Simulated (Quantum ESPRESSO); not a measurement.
# How biaxial strain moves the moments of CuO (Tenorite), part 2 of 2

Wanted: the trend of the moments of CuO (Tenorite) with biaxial strain.

Quantum ESPRESSO 7.5; PBE with U = 6 eV on Cu d (ortho-atomic projectors); plane waves with GBRV 1.5 PBE potentials, no spin-orbit coupling.

So far, absolute magnetization (μB): step 2 (biaxial 0.96, ferro ++) 2.09; step 3 (antiferromagnetic, Kohn–Sham states 34, start moments [1.0 …) 1.65.

## Step 4: Biaxial 0.96, no spin polarisation

File pw.in:

```
&CONTROL
  calculation = 'scf'
  prefix = 'pwscf'
  outdir = './tmp'
  pseudo_dir = './pseudo'
  disk_io = 'nowf'
  tprnfor = .true.
  tstress = .true.
/
&SYSTEM
  ibrav = 0
  nat = 4
  ntyp = 2
  ecutwfc = 40
  ecutrho = 280
  nbnd = 34
  occupations = 'smearing'
  smearing = 'fd'
  degauss = 0.00367493
/
&ELECTRONS
  conv_thr = 8d-09
  electron_maxstep = 150
  mixing_beta = 0.3
/
ATOMIC_SPECIES
Cu     63.5460 cu_pbe_v1.2.uspp.F.UPF
O      15.9990 o_pbe_v1.2.uspp.F.UPF
CELL_PARAMETERS bohr
   4.2484369200   -3.1045327844    0.0000000000
   4.2484369200    3.1045327844    0.0000000000
  -1.5420662737    0.0000000000    9.5579879301
ATOMIC_POSITIONS crystal
Cu      0.0000000000    0.5000000000    0.0000000000
Cu      0.5000000000    0.0000000000    0.5000000000
O       0.5816000000    0.4184000000    0.2500000000
O       0.4184000000    0.5816000000    0.7500000000
K_POINTS automatic
8 8 4 0 0 0
HUBBARD {ortho-atomic}
U Cu-3d 6.0000
```

Launch:

```bash
> OMP_NUM_THREADS=1 mpirun -n 2 pw.x -nk 2 -in pw.in > pw.out
```

Output:

```text
     [... lines left out ...]
Program PWSCF v.7.5 starts
     [... lines left out ...]
     number of atoms/cell      =            4
     [... lines left out ...]
     number of electrons       =        50.00
     number of Kohn-Sham states=           34
     kinetic-energy cutoff     =      40.0000  Ry
     charge density cutoff     =     280.0000  Ry
     scf convergence threshold =      8.0E-09
     [... lines left out ...]
      4 Sym. Ops., with inversion, found ( 2 have fractional translation)
     [... lines left out ...]
     number of k points=    78  Fermi-Dirac smearing, width (Ry)=  0.0037
     [... lines left out ...]
     iteration # 12     ecut=    40.00 Ry     beta= 0.30
     [... lines left out ...]
     Tr[ns(  1)] =   9.34632
     [... lines left out ...]
     Tr[ns(  2)] =   9.34632
     [... lines left out ...]
     the Fermi energy is    13.0660 ev
!    total energy              =    -871.74963200 Ry
     estimated scf accuracy    <          3.4E-10 Ry
     smearing contrib. (-TS)   =      -0.00118557 Ry
     [... lines left out ...]
     convergence has been achieved in  12 iterations
     [... lines left out ...]
     Total force =     0.006322     Total SCF correction =     0.000012
     [... lines left out ...]
          total   stress  (Ry/bohr**3)                   (kbar)     P=      268.60
     [... lines left out ...]
```

Elapsed: 19 s, on 2 MPI ranks of Intel Xeon 6975P-C (Granite Rapids), shared host; peak memory 0.26 GiB; 37 s of CPU time.

Read from the output:

- smearing term TS: 0.01613 eV
- pressure: 26.86 GPa
- final state: non-magnetic (no spin polarisation)

## Step 5: Biaxial 1.04, ferro ++

Changes to pw.in since step 4:

```diff
@@ -15,3 +15,3 @@
   ecutrho = 280
-  nbnd = 34
+  nbnd = 35
   occupations = 'smearing'
@@ -19,2 +19,5 @@
   degauss = 0.00367493
+  nspin = 2
+  starting_magnetization(1) = 0.0526
+  starting_magnetization(2) = 0
 /
@@ -29,5 +32,5 @@
 CELL_PARAMETERS bohr
-   4.2484369200   -3.1045327844    0.0000000000
-   4.2484369200    3.1045327844    0.0000000000
-  -1.5420662737    0.0000000000    9.5579879301
+   4.6024733300   -3.3632438498    0.0000000000
+   4.6024733300    3.3632438498    0.0000000000
+  -1.6705717965    0.0000000000    9.5579879301
 ATOMIC_POSITIONS crystal
```

Output:

```text
     [... lines left out ...]
Program PWSCF v.7.5 starts
     [... lines left out ...]
     number of atoms/cell      =            4
     [... lines left out ...]
     number of electrons       =        50.00
     number of Kohn-Sham states=           35
     kinetic-energy cutoff     =      40.0000  Ry
     charge density cutoff     =     280.0000  Ry
     scf convergence threshold =      8.0E-09
     [... lines left out ...]
      4 Sym. Ops., with inversion, found ( 2 have fractional translation)
     [... lines left out ...]
     number of k points=    78  Fermi-Dirac smearing, width (Ry)=  0.0037
     [... lines left out ...]
     iteration # 15     ecut=    40.00 Ry     beta= 0.30
     [... lines left out ...]
     Magnetic moment per site  (integrated on atomic sphere of radius R)
     atom   1 (R=0.273)  charge= 16.5166  magn=  0.6995
     atom   2 (R=0.273)  charge= 16.5166  magn=  0.6995
     atom   3 (R=0.273)  charge=  5.4404  magn=  0.2840
     atom   4 (R=0.273)  charge=  5.4404  magn=  0.2840
     [... lines left out ...]
     Tr[ns(  1)] (up, down, total) =   4.94137  4.25897  9.20034
     [... lines left out ...]
     Tr[ns(  2)] (up, down, total) =   4.94137  4.25897  9.20034
     [... lines left out ...]
     the Fermi energy is    10.4379 ev
!    total energy              =    -871.81791521 Ry
     estimated scf accuracy    <          5.9E-09 Ry
     smearing contrib. (-TS)   =      -0.00000664 Ry
     [... lines left out ...]
     total magnetization       =     2.00 Bohr mag/cell
     absolute magnetization    =     2.10 Bohr mag/cell
     convergence has been achieved in  15 iterations
     [... lines left out ...]
     Total force =     0.003333     Total SCF correction =     0.000100
     [... lines left out ...]
          total   stress  (Ry/bohr**3)                   (kbar)     P=       -8.09
     [... lines left out ...]
```

Elapsed: 47 s, on 2 MPI ranks; peak memory 0.36 GiB; 93 s of CPU time.

This step gave:

| Property | Result |
| --- | --- |
| smearing term TS | 9.04e-5 eV |
| pressure | -0.809 GPa |
| magnetization | 2 μB |
| absolute magnetization | 2.099 μB |
| final state | ferromagnetic |
| largest moment | 0.6995 μB |

## Step 6: Trends

The runs not shown differ from these in the moved quantity alone.

States, by row:

```
biaxial       ferro ++       antiferro +-  no spin polarisation
   0.96  ferromagnetic  antiferromagnetic          non-magnetic
   0.98  ferromagnetic  antiferromagnetic          non-magnetic
      1  ferromagnetic  antiferromagnetic          non-magnetic
   1.02  ferromagnetic  antiferromagnetic          non-magnetic
   1.04  ferromagnetic  antiferromagnetic          non-magnetic
```

Table of largest site moment by biaxial:

```
biaxial (factor)  ferro ++ (μB)  antiferro +- (μB)
          0.9600          0.700              0.634
          0.9800          0.702              0.641
          1.0000          0.702              0.646
          1.0200          0.701              0.649
          1.0400          0.700              0.650
```

Table of energy less that of the parallel start by biaxial; values in meV a seeded atom:

```
biaxial (factor)  antiferro +-  no spin polarisation
          0.9600         -59.0                   223
          0.9800         -54.4                   234
          1.0000         -50.5                   242
          1.0200         -47.1                   245
          1.0400         -44.2                   245
```

The energy over the lowest by biaxial; values in meV an atom:

```
biaxial (factor)  ferro ++  antiferro +-  no spin polarisation
          0.9600       143           113                   254
          0.9800      81.4          54.2                   199
          1.0000      42.6          17.4                   163
          1.0200      23.7         0.120                   146
          1.0400      22.1             0                   145
```

## Step 7: Summary of results

```
moment, parallel start       : 0.700 to 0.702 μB
states met from these starts : antiferromagnetic and ferromagnetic
```

What this shows: The net moment of the cell goes from 2.00 to 2 μB. The largest moment of the start antiferro +- lies between 0.634 and 0.650 μB. The start antiferro +- lies under the parallel one at every finished point, by 44.2 to 59.0 meV a seeded atom.

[Logs and program files are shortened in this print: banners, set-up blocks, solver, clock and traceback lines can be left out without a mark of their own.]

[Logs are printed without paths, hosts, clocks, repeated set-up lines and the standing remarks that a program may print on its own settings, such as how far it seeks lower states.]

[Hosts, paths, dates, database ids (printed as entryN), source tags and the programs' standing remarks are cut or masked in the printed files.]

[Where a cell is said to come from a database of computed structures, the database is the Materials Project.]
